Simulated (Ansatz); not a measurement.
# SnTeSe monolayer, Janus: modes against uniaxial strain along the armchair direction, normal to a, with the width clamped, part 3 of 3

Aim: how do the optical modes of SnTeSe monolayer, Janus shift and split under this strain?

Ansatz 0.2.0; DFT PBE, scalar-relativistic, plane waves, PAW; PAW set soft_1.

So far, highest optical mode at the zone centre (no LO-TO term) (cm⁻¹): step 5 (modes at rest) 207; step 7 (strain 5 %) 202.

### 9. Zone-centre modes of the member: uniaxial strain of -3 % along the armchair direction, normal to a, with the width clamped

The zone-centre modes follow for uniaxial strain of -3 % along the armchair direction, normal to a, with the width clamped.

The input, input.yaml:

```yaml
crystal:
  lattice:
    - [3.9926122787, 0.0, 0.0]
    - [-1.9963061393, 3.353972551, 0.0]
    - [0.0, 0.0, 30.0]
  atoms:
    - { symbol: Sn, position: [0.0013890653, 0.0027781307, 0.3355325958] }
    - { symbol: Se, position: [0.3358732252, 0.6717464504, 0.3880313633] }
    - { symbol: Te, position: [0.6627377095, 0.325475419, 0.2731027075] }
  periodic: [true, true, false]
kpoints:
  mp_grid: { grid: [12, 12, 1] }
hamiltonian:
  xc: pbe
  pseudopotentials: { kind: paw, azcp: { folder: soft_1 } }
scf:
  occupations: { method: methfessel_paxton, width: 0.2 }
output:
  eigenvalues: true
phonons:
  method: dfpt
```

The run is started by

```console
$ ansatz run input.yaml --threads 8 --pin off --max-ram 16384MiB --backend cpu --events-out ev --progress --plain --runs-dir out
```

Numbers of over 12 decimals in the logs are rounded to 6 here.

Log:

```text
[...]
Crystal: 3 atoms, lattice volume = 401.733 Å³
Basis set: ecut = 420 eV, 7933 PW (Γ), exchange–correlation on 54×54×432 points (8 copies of the dense FFT grid, shifted against one another)
Bands: 28, of which v1, the nominal top of the filled ones, is band 23 counted from 1 (22 counted from 0)
Symmetry: 2 space group operations
k-points: 43 of 144 (time reversal used)
[...]
k-point 42: bands = [... 19 lower, -8.7908, -8.0560, -6.9329, -6.1629, -4.1745, -1.5771, -0.6516, -0.0062, ... 1 higher]
  ° read free of the cell's end (the report's vacuum.weakly_bound_levels)
[...]
ASR residual: 1.410e-4 → 0.000e0 eV/Å²; symmetrization residual: 2.517e-5 eV/Å²
  ASR residual per site (eV/Å²): 1.41e-4 4.29e-5 2.50e-5
  Γ frequencies (cm⁻¹): 0.00 0.00 0.00 74.72 81.35 118.23 125.19 131.10 212.56
[...]
[key lines of the parts left out:]
SCF converged after 12 iterations
Free energy (F): -18473.941885 eV
Fermi energy:    -5.089361 eV
```

Wall time 52 s (8 threads of AMD EPYC 7B13 (Zen 3), shared host); peak memory 2.2 GiB.

Numbers from this step:

```yaml
sum_rule_residual_before_enforcement: 1.41e-4 eV/Å²
highest_optical_mode_at_the_zone_centre_no_lo_to_term: 212.6 cm⁻¹
lowest_optical_zone_centre_mode: 74.72 cm⁻¹
```

Patterns of degenerate modes are one choice out of their space. The modes at Γ (shares of kinetic energy by element, %):

| mode | frequency (cm⁻¹) | symmetry | Sn % | Se % | Te % |
| --- | --- | --- | --- | --- | --- |
| 1 | 0.0 | acoustic | 36 | 24 | 39 |
| 2 | 0.0 | acoustic | 36 | 24 | 39 |
| 3 | 0.0 | acoustic | 36 | 24 | 39 |
| 4 | 74.7 | A' | 14 | 27 | 59 |
| 5 | 81.3 | A'' | 12 | 30 | 58 |
| 6 | 118.2 | A'' | 52 | 45 | 3 |
| 7 | 125.2 | A' | 49 | 48 | 2 |
| 8 | 131.1 | A' | 14 | 27 | 59 |
| 9 | 212.6 | A' | 49 | 49 | 2 |

The lowest optical mode is real, 74.7 cm⁻¹, and the highest lies at 212.6 cm⁻¹.

For the highest optical mode at the zone centre (no LO-TO term), step 5 gave 207 cm⁻¹; this run, with strain -3 %, gives 213 cm⁻¹ (+2 %).

### 10. The series together

The members are set side by side, also those not shown above.

Energies are extrapolated to zero smearing, and E0 is that at rest; the cell is clamped and the atoms are relaxed; all runs use 12×12×1 k points and Methfessel-Paxton smearing of 0.2 eV. State of the crystal along the series:

| strain (%) | E - E0 (meV/atom) |
| --- | --- |
| -3 | 4.916 |
| -2 | 2.131 |
| -1 | 0.5112 |
| 0 | 0 |
| 1 | 0.5189 |
| 2 | 2.013 |
| 3 | 4.516 |
| 4 | 8.094 |
| 5 | 12.77 |

Optical modes are counted from below at rest and tracked from member to member by their patterns, and modes that stay within 0.3 cm⁻¹ of each other stand once; labels, where given, are those at rest, then, where named, those of the strained cell; the cell is clamped and the atoms are relaxed; all runs use 12×12×1 k points and Methfessel-Paxton smearing of 0.2 eV. Optical modes along the series:

| strain (%) | optical mode 1 E to A'' single part (cm⁻¹) | optical mode 2 E to A' single part (cm⁻¹) | optical mode 3 E to A' single part (cm⁻¹) | optical mode 4 E to A'' single part (cm⁻¹) | optical mode 5 A1 to A' (cm⁻¹) | optical mode 6 A1 to A' (cm⁻¹) |
| --- | --- | --- | --- | --- | --- | --- |
| -3 | 81.35 | 74.72 | 125.2 | 118.2 | 131.1 | 212.6 |
| -2 | 80.35 | 75.38 | 122.2 | 117.1 | 130.7 | 210.8 |
| -1 | 78.95 | 76.2 | 118.8 | 116.1 | 130.5 | 209.1 |
| 0 | 77.27 | 77.27 | 115.3 | 115.3 | 130.4 | 207.5 |
| 1 | 75.64 | 78.59 | 111.9 | 114.9 | 130.6 | 206.1 |
| 2 | 74.46 | 79.96 | 109.1 | 115.1 | 131.2 | 205 |
| 3 | 73.85 | 80.91 | 106.9 | 115.9 | 132 | 204.1 |
| 4 | 73.64 | 81.19 | 104.7 | 117.1 | 132.4 | 203.1 |
| 5 | 73.52 | 80.83 | 101.9 | 118.5 | 132.1 | 201.7 |

Value and slope at zero strain of a cubic (a lower polynomial where under five rows exist) through the rows within 2 % of rest. Slopes at rest:

| mode | frequency (cm⁻¹) | shift per percent of strain (cm⁻¹) |
| --- | --- | --- |
| optical mode 1 E to A'' single part | 77.3 | -1.72 |
| optical mode 2 E to A' single part | 77.3 | 1.21 |
| optical mode 3 E to A' single part | 115.3 | -3.52 |
| optical mode 4 E to A'' single part | 115.3 | -0.63 |
| optical mode 5 A1 to A' | 130.4 | -0.02 |
| optical mode 6 A1 to A' | 207.5 | -1.55 |

### 11. Outcome

- members: 9
- highest optical mode at the zone centre (no LO-TO term), at rest: 207.5 cm⁻¹
- optical mode 3 E to A' single part, shift per percent: -3.52 cm⁻¹
- optical mode 4 E to A'' single part, shift per percent: -0.63 cm⁻¹
- optical mode 5 A1 to A', shift per percent: -0.02 cm⁻¹
- optical mode 6 A1 to A', shift per percent: -1.55 cm⁻¹

The strain lowers the symmetry: the level at 115.3 cm⁻¹ splits, into 101.9 and 118.5 cm⁻¹ at +5 %. Within 2 % of rest optical mode 4 E to A'' single part and optical mode 5 A1 to A' bend away from a straight line, so a single slope holds only near rest. The fastest shift in the table of slopes is -3.5 cm⁻¹ for each percent (optical mode 3 E to A' single part). The width is clamped, so the contraction across the strain that a free sheet shows is left out. These are harmonic frequencies at zero temperature: anharmonic shifts, linewidths and thermal expansion are left out. Spin-orbit coupling is left out, which can matter for the heavy elements here. With no gap, or one that is small against the smearing, the frequencies hang on the k mesh and the smearing, most of all near Kohn anomalies. A semilocal functional can close a gap that the real compound would have, so the metallic treatment may be an artefact of the level. The starting cell was built on a prototype and not taken from a measurement. Only the zone centre was solved, so an instability at another wavevector cannot show here.

[Logs are printed without paths, hosts, clocks, repeated set-up lines and the standing remarks that a program may print on its own settings, such as how far it seeks lower states.]

[Hosts, paths, dates, database ids (printed as entryN), source tags and the programs' standing remarks are cut or masked in the printed files.]
